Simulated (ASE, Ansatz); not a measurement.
**Ti2CO2 MXene, 1 layer, S on O sites (80 atoms): geometry optimisation**

Wanted: the relaxed structure of Ti2CO2 MXene, 1 layer, S on O sites (80 atoms) and its electronic structure.

Calculated with Ansatz 0.2.0; Kohn-Sham DFT, r2SCAN, PAW (set soft_2), plane waves.

## Step 1: The structure

The cell holds 80 atoms: 16 C, 32 Ti, 30 O and 2 S. Its edges and angles: a = 12.362 Å, b = 12.362 Å, c = 20.440 Å, α = 90.0°, β = 90.0°, γ = 120.0°. It derives from Ti2CO2 (Ti2CO2 MXene). 1 layer of Ti2CO2 MXene (a = 3.03 Å), 4 x 4 cells, biaxial strain +2 %; 16 Å of vacuum; 2 of 32 O replaced by S at random; not relaxed, displaced by a Gaussian of 0.02 Å. Vacuum lies along c.

What the set-up can't give: The main run has no spin polarisation, so moments on Ti can't form in it, and no Hubbard term. Only the Γ point is sampled, in a cell whose shortest periodic width is 11 Å.

## Step 2: Single point at the start

The forces at the start show how far the geometry lies from a minimum of this functional.

Input file input.yaml:

```yaml
crystal:
  lattice:
    - [12.3624, 0.0, 0.0]
    - [-6.1812, 10.70615, 0.0]
    - [0.0, 0.0, 20.44]
  atoms:
    - { symbol: C, position: [0.99908, 0.00064, 0.49926] }
    - { symbol: Ti, position: [0.08341, 0.16614, 0.56397] }
    - { symbol: Ti, position: [0.16475, 0.08623, 0.43575] }
    - { symbol: O, position: [0.16625, 0.08102, 0.60876] }
    [... 70 atom lines left out ...]
    - { symbol: O, position: [0.83545, 0.66681, 0.39288] }
    - { symbol: C, position: [0.74861, 0.74951, 0.49951] }
    - { symbol: Ti, position: [0.83492, 0.91981, 0.5646] }
    - { symbol: Ti, position: [0.91898, 0.83492, 0.43486] }
    - { symbol: O, position: [0.91536, 0.83264, 0.60806] }
    - { symbol: O, position: [0.83286, 0.91508, 0.39028] }
kpoints:
  mp_grid: { grid: [1, 1, 1] }
hamiltonian:
  xc: r2scan
scf:
  occupations: { method: fermi_dirac, width: 0.025 }
output:
  forces: true
  populations: intrinsic
  dos:
    method: { smearing: { sigma: 0.08 } }
    de: 0.1
    projected:
      site_lists:
        C: [C]
        O: [O]
        S: [S]
        Ti: [Ti]
        layer_1: [0, 1, 2, 3, 4, 5, 6, 7, 8, 9, 10, 11, 12, 13, 14, 15, 16, 17, 18, 19, 20, 21, 22, 23, 24, 25, 26, 27, 28, 29, 30, 31, 32, 33, 34, 35, 36, 37, 38, 39, 40, 41, 42, 43, 44, 45, 46, 47, 48, 49, 50, 51, 52, 53, 54, 55, 56, 57, 58, 59, 60, 61, 62, 63, 64, 65, 66, 67, 68, 69, 70, 71, 72, 73, 74, 75, 76, 77, 78, 79]
  eigenvalues: true
```

Run with:

```
$ ansatz run input.yaml --threads 4 --pin off --max-ram 8192MiB --backend cpu --events-out ev --progress --plain --runs-dir out
```

It took 1.9 min on 4 threads of Arm Neoverse V2, shared host; peak memory 7.5 GiB; 7.5 min of CPU time.

Numbers from this run:

| Property | Result |
| --- | --- |
| free energy | -103120.3754 eV |
| free energy per atom | -1289.0047 eV/atom |
| SCF cycles | 11 |
| r.m.s. force component | 1.702 eV/Å |
| longest force | 12.11 eV/Å |
| Fermi energy | 0.02685 eV |
| gap (highest filled to lowest empty level) | 0.4141 eV |

The r.m.s. force component of 1.7 eV/Å sets the starting point.

Length of the force by element:

```
element  coordination  atoms  mean length of the force (eV/Å)  spread   least  most
      C           all     16                            0.595   0.214   0.109  1.09
      O           all     30                            0.745   0.253   0.315  1.24
      S           all      2                             11.8   0.311    11.5  12.1
     Ti           all     32                             1.93    2.92  0.0554  9.39
```

## Step 3: Relaxation

The atoms are relaxed in the fixed cell, aiming at the force tolerance of the input.

input.yaml, the sections that differ from step 2:

```yaml
output:
  forces: true
relax:
  f_tol: 0.05
  max_steps: 96
# crystal, kpoints, hamiltonian, scf: as in step 2
```

Wall time 12 min (4 threads); peak memory 7.5 GiB.

Step by step:

```
step  energy less that of the first step (eV)  largest force component (eV/Å)
   1                                   0.0000                         11.9812
   2                                  -6.8132                          5.4729
   3                                  -8.9477                          2.4700
   4                                  -9.7612                          0.5615
   5                                  -9.9042                          0.4001
   6                                  -9.6820                          1.0530
   7                                 -10.0180                          0.3430
   8                                 -10.1197                          0.1197
   9                                 -10.1385                          0.0303
```

Relaxation step 6 was tried and not accepted.

The atoms that moved most (Å):

```
atom      dx      dy      dz  length
 S25   0.063   0.003  -0.654   0.657
 S14   0.011  -0.025   0.635   0.635
 O45   0.132   0.056   0.081   0.164
  O9   0.089  -0.089  -0.105   0.164
Ti22  -0.086   0.017  -0.117   0.146
 O15   0.042   0.016   0.133   0.140
Ti13  -0.052  -0.025   0.127   0.139
Ti12  -0.129   0.047   0.013   0.138
```

The relaxation changed the energy by -127 meV/atom, and atoms moved by 0.13 Å r.m.s., 0.66 Å at most.

## Step 4: Structure statistics after relaxation

Bonds before and after, by the cutoffs listed below:

```
pair  bonds before  bonds after  mean before (Å)  mean after (Å)  spread before (Å)  spread after (Å)
Ti-O            90           90            2.001           1.977              0.026             0.063
Ti-C            96           96            2.218           2.206              0.028             0.072
Ti-S             6            6            1.989           2.429              0.022             0.046
```

Normalised to the volume that the atoms fill. g(r), total and by pair (bins of 0.2 Å):

```
r (Å)  total  Ti-Ti  Ti-O   Ti-C  Ti-S   O-O   O-C
 1.80   0.29   0.00  0.96   0.00  0.00  0.00  0.00
 2.00   2.79   0.00  8.53   1.47  0.00  0.00  0.00
 2.20   2.22   0.00  0.28  13.35  0.00  0.00  0.00
 2.40   0.27   0.00  0.00   0.88  6.46  0.00  0.00
 2.60   0.00   0.00  0.00   0.00  0.00  0.00  0.00
 2.80   1.44   0.00  0.00   0.00  0.00  0.00  9.64
 3.00   2.19   5.90  0.00   0.00  0.00  6.05  0.00
 3.20   1.65   5.90  0.00   0.00  0.00  1.91  0.00
 3.40   0.34   0.00  1.06   0.00  0.00  0.00  0.00
 3.60   0.62   0.00  1.68   0.70  0.00  0.00  0.00
 3.80   1.05   0.00  1.14   4.22  1.72  0.00  0.00
 4.00   0.09   0.00  0.00   0.36  1.58  0.00  0.00
 4.20   0.66   0.00  0.00   0.00  0.00  0.00  4.38
 4.40   0.31   1.96  0.00   0.00  0.00  0.00  0.00
 4.60   1.36   0.00  3.62   0.00  0.00  1.70  0.00
 4.80   1.42   0.00  2.95   3.21  0.54  0.04  0.00
 5.00   0.65   0.00  0.29   3.14  2.78  0.00  0.00
 5.20   1.02   0.23  0.00   0.00  2.58  0.49  5.65
 5.40   1.38   5.04  0.00   0.00  0.00  2.12  0.00
 5.60   0.22   0.00  0.00   0.00  0.00  1.23  0.00
 5.80   0.00   0.00  0.00   0.00  0.00  0.00  0.00
 6.00   0.06   0.13  0.00   0.00  0.00  0.17  0.00
 6.20   0.85   1.86  0.34   0.00  0.00  1.69  0.00
 6.40   1.19   0.00  2.44   1.16  0.00  1.96  0.00
 6.60   0.66   0.00  0.90   2.27  1.31  0.00  0.02
 6.80   0.63   0.30  0.00   0.10  2.08  0.00  3.26
 7.00   0.55   1.28  1.02   0.02  0.00  0.00  0.02
 7.20   0.51   0.00  1.17   0.93  0.36  0.00  0.00
```

Bonds by pair of elements; cutoffs follow the first minimum of g(r), held within bounds set by covalent radii, and pairs that aren't listed don't count as bonded:

```
pair A-B  cutoff (Å)  bonds  mean length (Å)  spread (Å)  shortest (Å)  B about A  A about B
    Ti-O        2.64     90             1.98       0.063          1.89       2.81          3
    Ti-C        2.64     96             2.21       0.072          2.07          3          6
    Ti-S         3.1      6             2.43       0.046          2.36      0.188          3
```

How many atoms have how many bonded neighbours:

```
element  mean   3   6
      C     6   0  16
      O     3  30   0
      S     3   2   0
     Ti     6   0  32
```

Bond angles (no mean is given where the spread exceeds 20°):

```
  angle  count  mean (°)  spread (°)
 C-Ti-O    270         -           -
Ti-C-Ti    240         -           -
 C-Ti-C     96        89           2
Ti-O-Ti     90       102         2.5
 O-Ti-O     84       103         2.7
```

First main peaks of g(r), for some of the pairs, lie near 3.10 Å (Ti-Ti), 1.97 Å (Ti-O), 2.20 Å (Ti-C), 2.42 Å (Ti-S), 3.08 Å (O-O) and 2.80 Å (O-C). By these cutoffs all C atoms have 6, all O atoms have 3, all S atoms have 3 and all Ti atoms have 6 bonded neighbours.

## Step 5: Single point at the relaxed geometry

One more single point at the end of the walk gives the fuller output and checks the residual forces.

Input file input.yaml:

```yaml
crystal:
  lattice:
    - [12.3624, 0.0, 0.0]
    - [-6.1812, 10.70615, 0.0]
    - [0.0, 0.0, 20.44]
  atoms:
    - { symbol: C, position: [0.00238, 0.99978, 0.49915] }
    - { symbol: Ti, position: [0.07713, 0.16347, 0.56332] }
    - { symbol: Ti, position: [0.15608, 0.07999, 0.43626] }
    - { symbol: O, position: [0.16937, 0.08312, 0.60405] }
    [... 70 atom lines left out ...]
    - { symbol: O, position: [0.83772, 0.66774, 0.39431] }
    - { symbol: C, position: [0.75403, 0.74977, 0.50048] }
    - { symbol: Ti, position: [0.82963, 0.91669, 0.56385] }
    - { symbol: Ti, position: [0.91098, 0.83155, 0.43671] }
    - { symbol: O, position: [0.91903, 0.8348, 0.60558] }
    - { symbol: O, position: [0.83363, 0.91613, 0.39465] }
kpoints:
  mp_grid: { grid: [1, 1, 1] }
hamiltonian:
  xc: r2scan
scf:
  occupations: { method: fermi_dirac, width: 0.025 }
output:
  forces: true
  populations: intrinsic
  dos:
    method: { smearing: { sigma: 0.08 } }
    de: 0.1
    projected:
      site_lists:
        C: [C]
        O: [O]
        S: [S]
        Ti: [Ti]
        layer_1: [0, 1, 2, 3, 4, 5, 6, 7, 8, 9, 10, 11, 12, 13, 14, 15, 16, 17, 18, 19, 20, 21, 22, 23, 24, 25, 26, 27, 28, 29, 30, 31, 32, 33, 34, 35, 36, 37, 38, 39, 40, 41, 42, 43, 44, 45, 46, 47, 48, 49, 50, 51, 52, 53, 54, 55, 56, 57, 58, 59, 60, 61, 62, 63, 64, 65, 66, 67, 68, 69, 70, 71, 72, 73, 74, 75, 76, 77, 78, 79]
  eigenvalues: true
  write_density: true
  write_potential: true
  volumetric_format: npy
```

The job ended after 2.5 min (4 threads; peak memory 7.5 GiB; 9.7 min of CPU time).

The program notes that the exchange-correlation potential is rough where the density is thin.

Read from the output:

* free energy: -103130.5139 eV
* free energy per atom: -1289.1314 eV/atom
* SCF cycles: 15
* r.m.s. force component: 0.00788 eV/Å
* longest force: 0.03834 eV/Å
* Fermi energy: -0.06994 eV
* gap (highest filled to lowest empty level): 0.9347 eV
* potential in mid-vacuum, over the Fermi level: 5.749 eV
* potential 4.5 Å over the upper face: 5.748 eV
* potential 4.5 Å under the lower face: 5.749 eV

Intrinsic-atomic-orbital charges by element:

```
element  coordination  atoms  mean charge (e)  spread   least    most
      C           all     16            -1.01  0.0063   -1.03   -1.00
      O           all     30           -0.691  0.0071  -0.702  -0.679
      S           all      2           -0.450  0.0024  -0.452  -0.448
     Ti           all     32             1.18  0.0475    1.06    1.22
```

By region:

```
 region  atoms  mean length of the force (eV/Å)  net charge (e)
layer 1     80                            0.012               0
```

Density of states as counts of states in windows of 1 eV (from the Fermi level), total and the larger projections:

```
from (eV)  to (eV)  total  layer 1  Ti d   O p   C p   C s
      -14      -13    0.0      0.0   0.0   0.0   0.0   0.0
      -13      -12    4.0      4.0   0.2   0.0   0.0   0.1
      -12      -11   14.0     13.9   1.4   0.3   0.2   8.1
      -11      -10   18.0     17.9   3.7   0.2   0.1  12.5
      -10       -7    0.0      0.0   0.0   0.0   0.0   0.0
       -7       -6   12.5     12.4   3.0   6.2   1.8   0.0
       -6       -5   93.2     92.7  21.9  59.2   6.9   0.5
       -5       -4   74.4     73.8  13.1  53.2   4.7   0.9
       -4       -3   19.0     18.8   5.6   4.9   4.8   0.2
       -3       -2   47.3     46.9  14.0  11.1  17.4   0.1
       -2       -1   37.5     37.1   9.6   7.8  16.2   0.1
       -1        0    4.2      4.2   1.3   0.8   1.8   0.0
        0        1   20.9     20.6  16.1   3.3   0.6   0.2
        1        2   70.9     70.3  63.1   4.1   2.1   0.1
```

The curve was stored every 0.100 eV, coarse against its broadening of 0.08 eV, so these counts are rough.

Between -26 and -14 eV lie 60 more states.

The stored curve holds about 384 of the 640 electrons; the rest, give or take the few that broadening carries across the Fermi level, lie in deeper levels below its range.

The levels nearest the highest filled one (over half full), pooled over k-points and spins:

```
level less the highest filled one (eV)  occupation
                                -0.954           2
                                -0.931           2
                                -0.806           2
                                -0.646           2
                                -0.004           2
                                     0           2
                                 0.935           0
                                 0.964           0
                                  1.05           0
                                  1.07           0
                                  1.15           0
                                  1.18           0
```

Planar average of the electrostatic potential energy along the normal, with the Fermi level as zero, after a running mean with a triangular window 4 Å wide at its base:

```
height (Å)  potential energy (eV)
       0.0                   5.75
       0.5                   5.75
       1.2                   5.75
       1.8                   5.75
       2.3                   5.75
       2.9                   5.75
       3.5                   5.75
       4.1                   5.75
       4.6                   5.74
       5.2                   5.68
       5.9                   5.31
       6.4                   4.15
       6.9                   1.79
       7.5                  -1.62
       8.2                  -6.03
       8.7                  -8.28
       9.3                  -8.95
       9.8                  -8.76
      10.5                  -8.72
      11.0                  -8.94
      11.6                  -8.59
      12.1                  -6.75
      12.8                  -2.58
      13.4                   1.00
      13.9                   3.66
      14.4                   5.12
      15.1                   5.65
      15.7                   5.73
      16.2                   5.75
      16.8                   5.75
      17.4                   5.75
      18.0                   5.75
      18.5                   5.75
      19.1                   5.75
      19.8                   5.75
      20.3                   5.75
```

Mean intrinsic-atomic-orbital charges: C -1.01, O -0.69, S -0.45, Ti +1.18 e. The largest share in the top eV of filled states is C p (39 % of the projected weight), and in the lowest eV of empty states Ti d (82 % of the projected weight). The potential stands 6.22 eV above the highest filled level over the upper face and 6.22 eV under the lower one, a reading of the ionisation potential at this level on the run's k-points.

## Step 6: What came out

```json
{
  "energy change in the relaxation": "-126.7 meV/atom",
  "r.m.s. displacement": "0.134 Å",
  "largest displacement": "0.657 Å",
  "free energy per atom": "-1289.1314 eV/atom",
  "r.m.s. force component": "0.00788 eV/Å",
  "gap (highest filled to lowest empty level)": "0.9347 eV",
  "potential in mid-vacuum, over the Fermi level": "5.749 eV",
  "wall time of the 3 DFT runs": "17 min"
}
```

**Reading.** Relaxation lowers the energy by 127 meV/atom and moves atoms by 0.13 Å r.m.s.; the r.m.s. force component goes from 1.7 to 0.0079 eV/Å, and the gap from 0.414 to 0.935 eV. By the final cutoffs no bond was broken or made. First to last step the energy falls by 10.138 eV; the largest move, 0.66 Å, is that of S25. The Ti-S bonds change most in mean length: from 1.989 Å (spread 0.022) to 2.429 Å (spread 0.046). By these cutoffs all C atoms have 6, all O atoms have 3, all S atoms have 3 and all Ti atoms have 6 bonded neighbours. The highest filled and lowest empty levels differ by 0.935 eV at Γ alone; the mesh holds the band edges only if they fold onto it, so the gap at this level can be narrower or closed, while semilocal functionals tend to narrow gaps against experiment. The potential stands 6.22 eV above the highest filled level over the upper face and 6.22 eV under the lower one, a reading of the ionisation potential at this level on the run's k-points.

[Logs are printed without paths, hosts, clocks, repeated set-up lines and the standing remarks that a program may print on its own settings, such as how far it seeks lower states.]

[Hosts, paths, dates, database ids (printed as entryN), source tags and the programs' standing remarks are cut or masked in the printed files.]
